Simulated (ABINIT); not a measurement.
# Beyond one shot: Be3N2 (R3m), part 3 of 3

Wanted: G0W0 and self-consistent gaps of Be3N2 (R3m), with the cost of the cycles.

ABINIT 10.8.3; LDA and many-body steps on it, plane waves. Known limits of the many-body steps: not at the basis limit.

So far. Step 7 (evGW0, cycle 3): Against the cycle before, the gap moves by −0.001 eV. Step 10 (evGW, cycle 1): Against G0W0 in ABINIT (6×6×6 mesh, 74 bands, screening to 130.6 eV, Godby-Needs plasmon pole), the gap moves by +0.517 eV.

### Step 12. Screening, 6×6×6 mesh, 74 bands, screening to 130.6 eV

This step: RPA screening on LDA from quasiparticle energies, plane waves, norm-conserving pseudopotentials.

run.abi reads:

```
acell 3*1.0 Angstrom
rprim 
  1.419805055509 0.819724830995 4.866215662800
  -1.419805055509 0.819724830995 4.866215662800
  -0.000000000000 -1.639449661990 4.866215662800
ntypat 2
znucl 4 7
natom 5
typat 1 1 1 2 2
xred 
  0.859001080000 0.859001080000 0.859001080000
  0.317694560000 0.317694560000 0.317694560000
  0.088806770000 0.088806770000 0.088806770000
  0.204162680000 0.204162680000 0.204162680000
  0.708434910000 0.708434910000 0.708434910000
pp_dirpath "pseudos"
pseudos "Be.upf, N.upf"
ecut 38
ngkpt 6 6 6
nshiftk 1
shiftk 0 0 0
kptopt 1
chksymbreak 0
istwfk *1
occopt 1
irdwfk 1
optdriver 3
nband 74
ecuteps 4.8
inclvkb 2
awtr 1
symchi 1
irdqps 1
gwcalctyp 10
nqptdm 31
qptdm 
  0.1666666667 0.0000000000 0.0000000000
  0.3333333333 0.0000000000 0.0000000000
  0.5000000000 0.0000000000 0.0000000000
  0.1666666667 0.1666666667 0.0000000000
  0.3333333333 0.1666666667 0.0000000000
  0.5000000000 0.1666666667 0.0000000000
  -0.3333333333 0.1666666667 0.0000000000
  -0.1666666667 0.1666666667 0.0000000000
  0.3333333333 0.3333333333 0.0000000000
  0.5000000000 0.3333333333 0.0000000000
  -0.3333333333 0.3333333333 0.0000000000
  0.5000000000 0.5000000000 0.0000000000
  0.1666666667 0.1666666667 0.1666666667
  0.3333333333 0.1666666667 0.1666666667
  0.5000000000 0.1666666667 0.1666666667
  -0.3333333333 0.1666666667 0.1666666667
  -0.1666666667 0.1666666667 0.1666666667
  0.3333333333 0.3333333333 0.1666666667
  0.5000000000 0.3333333333 0.1666666667
  -0.3333333333 0.3333333333 0.1666666667
  -0.1666666667 0.3333333333 0.1666666667
  0.5000000000 0.5000000000 0.1666666667
  -0.3333333333 0.5000000000 0.1666666667
  -0.1666666667 0.5000000000 0.1666666667
  -0.3333333333 -0.3333333333 0.1666666667
  0.3333333333 0.3333333333 0.3333333333
  0.5000000000 0.3333333333 0.3333333333
  -0.3333333333 0.3333333333 0.3333333333
  0.5000000000 0.5000000000 0.3333333333
  -0.3333333333 0.5000000000 0.3333333333
  0.5000000000 0.5000000000 0.5000000000
indata_prefix "in"
outdata_prefix "out"
tmpdata_prefix "tmp"
```

mrgscr.stdin reads:

```
2
merged
q0_SCR
out_SCR
1
```

The run is started by

```sh
OMP_NUM_THREADS=1 mpirun -n 4 abinit run.abi > log; mrgscr < mrgscr.stdin
```

Log:

```text
.Version 10.8.3 of ABINIT. v10.8.2 released Aug 2026.

 Symmetries : space group R3 m (#160); Bravais hR (rhombohedral)
[... echo of the input left out ...]
== DATASET  1 ==================================================================
-   mpi_nproc: 4, omp_nthreads: 1 (-1 if OMP is not activated)

--- !DatasetInfo
iteration_state: {dtset: 1, }
dimensions: {natom: 5, nkpt: 32, mband: 74, nsppol: 1, nspinor: 1, nspden: 1, mpw: 2589, }
cutoff_energies: {ecut:  38.0, pawecutdg:  -1.0, }
[...]
q-point number  1        q = ( 0.166667, 0.000000, 0.000000) [r.l.u.]
--------------------------------------------------------------------------------
[... chi0 elements left out ...]
  Average fulfillment of the sum rule on Im[epsilon] for q-point    2 :     87.45  [%]

--------------------------------------------------------------------------------
  q-point number  2        q = ( 0.333333, 0.000000, 0.000000) [r.l.u.]
--------------------------------------------------------------------------------
[... chi0 elements left out ...]
  Average fulfillment of the sum rule on Im[epsilon] for q-point    3 :     78.67  [%]

 [... 29 further q-points ...]
```

The job ended after 9.4 min (4 MPI ranks of Arm Neoverse V1, shared host; peak memory 3 GiB; 37 min of CPU time).

Numbers from this step:

* plasma frequency: 29.88 eV
* plane waves in the screening matrix: 111

This screening reads the quasiparticle levels of the cycle before.

### Step 13. evGW, cycle 2

This step: evGW on LDA, plane waves, norm-conserving pseudopotentials.

run.abi, as its differences from that of step 12:

```diff
@@ -26,12 +26,10 @@
 irdwfk 1
-optdriver 3
+optdriver 4
 nband 74
-ecuteps 4.8
-inclvkb 2
-awtr 1
-symchi 1
-irdqps 1
 gwcalctyp 10
-nqptdm 31
-qptdm 
+ecutsigx 38
+symsigma 1
+nkptgw 32
+kptgw 
+  0.0000000000 0.0000000000 0.0000000000
   0.1666666667 0.0000000000 0.0000000000
@@ -67,2 +65,39 @@
   0.5000000000 0.5000000000 0.5000000000
+bdgw 
+  6 15
+  6 15
+  6 15
+  6 15
+  6 15
+  6 15
+  6 15
+  6 15
+  6 15
+  6 15
+  6 15
+  6 15
+  6 15
+  6 15
+  6 15
+  6 15
+  6 15
+  6 15
+  6 15
+  6 15
+  6 15
+  6 15
+  6 15
+  6 15
+  6 15
+  6 15
+  6 15
+  6 15
+  6 15
+  6 15
+  6 15
+  6 15
+ecuteps 4.8
+irdscr 1
+ppmodel 1
+irdqps 1
 indata_prefix "in"
```

The run is started by

```sh
OMP_NUM_THREADS=1 mpirun -n 4 abinit run.abi > log
```

Log:

```text
.Version 10.8.3 of ABINIT. v10.8.2 released Aug 2026.

 Symmetries : space group R3 m (#160); Bravais hR (rhombohedral)
[... echo of the input left out ...]
== DATASET  1 ==================================================================
-   mpi_nproc: 4, omp_nthreads: 1 (-1 if OMP is not activated)

--- !DatasetInfo
iteration_state: {dtset: 1, }
dimensions: {natom: 5, nkpt: 32, mband: 74, nsppol: 1, nspinor: 1, nspden: 1, mpw: 2589, }
cutoff_energies: {ecut:  38.0, pawecutdg:  -1.0, }
[...]
.  kptgw no:  3; Maximum DeltaE = (  -0.014   0.000) for band index:  1
[...]
.  kptgw no: 31; Maximum DeltaE = (   0.007   0.000) for band index:  3
.  kptgw no: 32; Maximum DeltaE = (  -0.015  -0.000) for band index:  1

== END DATASET(S) ==============================================================
================================================================================

 -outvars: echo values of variables after computation  --------
           etotal      0.0000000000E+00
            nband          74
             nkpt          32
          spgroup         160
 [... the other variables as echoed above ...]

 Calculation completed.
```

Wall time 22 min (4 MPI ranks); peak memory 4.6 GiB; 87 min of CPU time.

This step gave:

* quasiparticle gap on the mesh: 4.749 eV
* gap of the density functional on the mesh: 2.731 eV
* k of the valence top: 0, 0, 0
* k of the conduction bottom: 0.5, 0.5, 0
* least direct quasiparticle gap on the computed points: 5.847 eV

Against the cycle before, the gap moves by +0.028 eV.

### Step 14. Screening, 6×6×6 mesh, 74 bands, screening to 130.6 eV

This step: RPA screening on LDA, plane waves, norm-conserving pseudopotentials.

run.abi reads:

```
acell 3*1.0 Angstrom
rprim 
  1.419805055509 0.819724830995 4.866215662800
  -1.419805055509 0.819724830995 4.866215662800
  -0.000000000000 -1.639449661990 4.866215662800
ntypat 2
znucl 4 7
natom 5
typat 1 1 1 2 2
xred 
  0.859001080000 0.859001080000 0.859001080000
  0.317694560000 0.317694560000 0.317694560000
  0.088806770000 0.088806770000 0.088806770000
  0.204162680000 0.204162680000 0.204162680000
  0.708434910000 0.708434910000 0.708434910000
pp_dirpath "pseudos"
pseudos "Be.upf, N.upf"
ecut 38
ngkpt 6 6 6
nshiftk 1
shiftk 0 0 0
kptopt 1
chksymbreak 0
istwfk *1
occopt 1
irdwfk 1
optdriver 3
nband 74
ecuteps 4.8
inclvkb 2
awtr 1
symchi 1
gwcalctyp 10
mbpt_sciss 2.424 eV
nqptdm 1
qptdm 
  0 0 0
indata_prefix "in"
outdata_prefix "out"
tmpdata_prefix "tmp"
```

Log:

```text
.Version 10.8.3 of ABINIT. v10.8.2 released Aug 2026.

 Symmetries : space group R3 m (#160); Bravais hR (rhombohedral)
[... echo of the input left out ...]
== DATASET  1 ==================================================================
-   mpi_nproc: 4, omp_nthreads: 1 (-1 if OMP is not activated)

--- !DatasetInfo
iteration_state: {dtset: 1, }
dimensions: {natom: 5, nkpt: 32, mband: 74, nsppol: 1, nspinor: 1, nspden: 1, mpw: 2589, }
cutoff_energies: {ecut:  38.0, pawecutdg:  -1.0, }
[...]
[... chi0 elements left out ...]
 For q-point:  0.000010 0.000020 0.000030
  dielectric constant =   3.8703
  dielectric constant without local fields =   4.1521

  Average fulfillment of the sum rule on Im[epsilon] for q-point    1 :     74.64  [%]
[... wings left out ...]
== END DATASET(S) ==============================================================
================================================================================

 -outvars: echo values of variables after computation  --------
           etotal      0.0000000000E+00
            nband          74
             nkpt          32
          spgroup         160
 [... the other variables as echoed above ...]

 Calculation completed.
```

The job ended after 12 s (4 MPI ranks; peak memory 2.4 GiB; 46 s of CPU time).

This step gave:

* ε∞ with local fields, on this mesh, along the program's q direction: 3.870
* the same without local fields: 4.152
* plasma frequency: 29.88 eV
* plane waves in the screening matrix: 111

This screening uses the functional's bands under a rigid shift, the mean opening of the cycle before.

### Step 15. Screening, 6×6×6 mesh, 74 bands, screening to 130.6 eV

This step: RPA screening on LDA from quasiparticle energies, plane waves, norm-conserving pseudopotentials.

run.abi, as its differences from that of step 14:

```diff
@@ -32,7 +32,37 @@
 symchi 1
+irdqps 1
 gwcalctyp 10
-mbpt_sciss 2.424 eV
-nqptdm 1
+nqptdm 31
 qptdm 
-  0 0 0
+  0.1666666667 0.0000000000 0.0000000000
+  0.3333333333 0.0000000000 0.0000000000
+  0.5000000000 0.0000000000 0.0000000000
+  0.1666666667 0.1666666667 0.0000000000
+  0.3333333333 0.1666666667 0.0000000000
+  0.5000000000 0.1666666667 0.0000000000
+  -0.3333333333 0.1666666667 0.0000000000
+  -0.1666666667 0.1666666667 0.0000000000
+  0.3333333333 0.3333333333 0.0000000000
+  0.5000000000 0.3333333333 0.0000000000
+  -0.3333333333 0.3333333333 0.0000000000
+  0.5000000000 0.5000000000 0.0000000000
+  0.1666666667 0.1666666667 0.1666666667
+  0.3333333333 0.1666666667 0.1666666667
+  0.5000000000 0.1666666667 0.1666666667
+  -0.3333333333 0.1666666667 0.1666666667
+  -0.1666666667 0.1666666667 0.1666666667
+  0.3333333333 0.3333333333 0.1666666667
+  0.5000000000 0.3333333333 0.1666666667
+  -0.3333333333 0.3333333333 0.1666666667
+  -0.1666666667 0.3333333333 0.1666666667
+  0.5000000000 0.5000000000 0.1666666667
+  -0.3333333333 0.5000000000 0.1666666667
+  -0.1666666667 0.5000000000 0.1666666667
+  -0.3333333333 -0.3333333333 0.1666666667
+  0.3333333333 0.3333333333 0.3333333333
+  0.5000000000 0.3333333333 0.3333333333
+  -0.3333333333 0.3333333333 0.3333333333
+  0.5000000000 0.5000000000 0.3333333333
+  -0.3333333333 0.5000000000 0.3333333333
+  0.5000000000 0.5000000000 0.5000000000
 indata_prefix "in"
```

mrgscr.stdin is that of step 12.

The run is started by

```sh
OMP_NUM_THREADS=1 mpirun -n 4 abinit run.abi > log; mrgscr < mrgscr.stdin
```

Log:

```text
.Version 10.8.3 of ABINIT. v10.8.2 released Aug 2026.

 Symmetries : space group R3 m (#160); Bravais hR (rhombohedral)
[... echo of the input left out ...]
== DATASET  1 ==================================================================
-   mpi_nproc: 4, omp_nthreads: 1 (-1 if OMP is not activated)

--- !DatasetInfo
iteration_state: {dtset: 1, }
dimensions: {natom: 5, nkpt: 32, mband: 74, nsppol: 1, nspinor: 1, nspden: 1, mpw: 2589, }
cutoff_energies: {ecut:  38.0, pawecutdg:  -1.0, }
[...]
q-point number  1        q = ( 0.166667, 0.000000, 0.000000) [r.l.u.]
--------------------------------------------------------------------------------
[... chi0 elements left out ...]
  Average fulfillment of the sum rule on Im[epsilon] for q-point    2 :     87.53  [%]

--------------------------------------------------------------------------------
  q-point number  2        q = ( 0.333333, 0.000000, 0.000000) [r.l.u.]
--------------------------------------------------------------------------------
[... chi0 elements left out ...]
  Average fulfillment of the sum rule on Im[epsilon] for q-point    3 :     78.72  [%]

 [... 29 further q-points ...]
```

The job ended after 8.6 min (4 MPI ranks; peak memory 3 GiB; 35 min of CPU time).

Numbers from this step:

- plasma frequency: 29.88 eV
- plane waves in the screening matrix: 111

This screening reads the quasiparticle levels of the cycle before.

### Step 16. evGW, cycle 3

This step: evGW on LDA, plane waves, norm-conserving pseudopotentials.

run.abi, as its differences from that of step 15:

```diff
@@ -26,12 +26,10 @@
 irdwfk 1
-optdriver 3
+optdriver 4
 nband 74
-ecuteps 4.8
-inclvkb 2
-awtr 1
-symchi 1
-irdqps 1
 gwcalctyp 10
-nqptdm 31
-qptdm 
+ecutsigx 38
+symsigma 1
+nkptgw 32
+kptgw 
+  0.0000000000 0.0000000000 0.0000000000
   0.1666666667 0.0000000000 0.0000000000
@@ -67,2 +65,39 @@
   0.5000000000 0.5000000000 0.5000000000
+bdgw 
+  6 15
+  6 15
+  6 15
+  6 15
+  6 15
+  6 15
+  6 15
+  6 15
+  6 15
+  6 15
+  6 15
+  6 15
+  6 15
+  6 15
+  6 15
+  6 15
+  6 15
+  6 15
+  6 15
+  6 15
+  6 15
+  6 15
+  6 15
+  6 15
+  6 15
+  6 15
+  6 15
+  6 15
+  6 15
+  6 15
+  6 15
+  6 15
+ecuteps 4.8
+irdscr 1
+ppmodel 1
+irdqps 1
 indata_prefix "in"
```

The run is started by

```sh
OMP_NUM_THREADS=1 mpirun -n 4 abinit run.abi > log
```

Log:

```text
.Version 10.8.3 of ABINIT. v10.8.2 released Aug 2026.

 Symmetries : space group R3 m (#160); Bravais hR (rhombohedral)
[... echo of the input left out ...]
== DATASET  1 ==================================================================
-   mpi_nproc: 4, omp_nthreads: 1 (-1 if OMP is not activated)

--- !DatasetInfo
iteration_state: {dtset: 1, }
dimensions: {natom: 5, nkpt: 32, mband: 74, nsppol: 1, nspinor: 1, nspden: 1, mpw: 2589, }
cutoff_energies: {ecut:  38.0, pawecutdg:  -1.0, }
[...]
.  kptgw no:  3; Maximum DeltaE = (   0.001  -0.000) for band index:  2
[...]
.  kptgw no: 31; Maximum DeltaE = (  -0.001  -0.000) for band index:  1
.  kptgw no: 32; Maximum DeltaE = (  -0.001  -0.000) for band index:  8

== END DATASET(S) ==============================================================
================================================================================

 -outvars: echo values of variables after computation  --------
           etotal      0.0000000000E+00
            nband          74
             nkpt          32
          spgroup         160
 [... the other variables as echoed above ...]

 Calculation completed.
```

Wall time 21 min (4 MPI ranks); peak memory 4.6 GiB; 84 min of CPU time.

Numbers from this step:

| Property | Result |
| --- | --- |
| quasiparticle gap on the mesh | 4.75 eV |
| gap of the density functional on the mesh | 2.731 eV |
| k of the valence top | 0, 0, 0 |
| k of the conduction bottom | 0.5, 0.5, 0 |
| least direct quasiparticle gap on the computed points | 5.849 eV |

Against the cycle before, the gap moves by +0.001 eV.

### Step 17. Side by side

Times are wall times on 4 MPI ranks of Arm Neoverse V1, shared host, good to a factor of about two. A run's time includes the screening step that it read.

| run | mesh | bands | screening cutoff (eV) | DFT gap (eV) | gap on the mesh (eV) | direct (eV) | ε∞ used | time |
| --- | --- | --- | --- | --- | --- | --- | --- | --- |
| G0W0 | 6×6×6 | 74 | 130.6 | 2.731 | 4.204 | 5.298 | 4.53 | 9.6 min |
| evGW0, cycle 1 | 6×6×6 | 74 | 130.6 | 2.731 | 4.512 | 5.618 | 4.53 | 31 min |
| evGW0, cycle 2 | 6×6×6 | 74 | 130.6 | 2.731 | 4.418 | 5.509 | 4.53 | 30 min |
| evGW0, cycle 3 | 6×6×6 | 74 | 130.6 | 2.731 | 4.417 | 5.511 | 4.53 | 31 min |
| evGW, cycle 1 | 6×6×6 | 74 | 130.6 | 2.731 | 4.721 | 5.820 | 3.95 | 31 min |
| evGW, cycle 2 | 6×6×6 | 74 | 130.6 | 2.731 | 4.749 | 5.847 | 3.88 | 31 min |
| evGW, cycle 3 | 6×6×6 | 74 | 130.6 | 2.731 | 4.750 | 5.849 | 3.87 | 30 min |

### Step 18. Results

```json
{
 "G0W0": "4.204 eV",
 "evGW0, cycle 1": "4.512 eV",
 "evGW0, cycle 2": "4.418 eV",
 "evGW0, cycle 3": "4.417 eV",
 "evGW, cycle 1": "4.721 eV",
 "evGW, cycle 2": "4.749 eV",
 "evGW, cycle 3": "4.750 eV",
 "known limits": "not at the basis limit"
}
```

**Reading.** Only the bands that the input lists are updated; the others, empty or deep, keep the functional's energies or take a rigid shift. The evGW loop starts from the last levels of evGW0, so its cycles and time come on top of those. evGW0 ends at 4.42 eV, +0.21 eV from G0W0, after 3 cycles that took 64 min beside the first screening; the last moved the gap by 0.001 eV. evGW ends at 4.75 eV, +0.55 eV from G0W0, after 3 cycles that took 1.5 h beside the first screening; the last moved the gap by 0.001 eV. The first cycle of evGW0 takes the full correction, without the factor Z, so it overshoots the one-shot value. Bands and cutoff are finite, so the gap is not at the basis limit. The miss can reach some tenths of an eV and take either sign; the mesh is an error of its own. In the updated screening the q = 0 part is built from Kohn-Sham bands under a rigid shift, the other q from the quasiparticle levels.

[Paths, hosts, dates, memory and timing lines, banners, echoed tables and standing remarks are left out of the program output.]

[Logs are printed without paths, hosts, clocks, repeated set-up lines and the standing remarks that a program may print on its own settings, such as how far it seeks lower states.]

[Runs of the session that timed out or met a known fault of the program may be left out.]

[Hosts, paths, dates, database ids (printed as entryN), source tags and the programs' standing remarks are cut or masked in the printed files.]

[G0W0 gaps are taken among the corrected bands and points alone; a level outside them can change the order at an edge.]

[Where Ansatz stands beside ABINIT at settings called matched, ABINIT's density can come from a denser mesh and the files from another edition; pairs whose starting gaps differed by over 0.03 eV were left out, so agreement reads better than it is.]
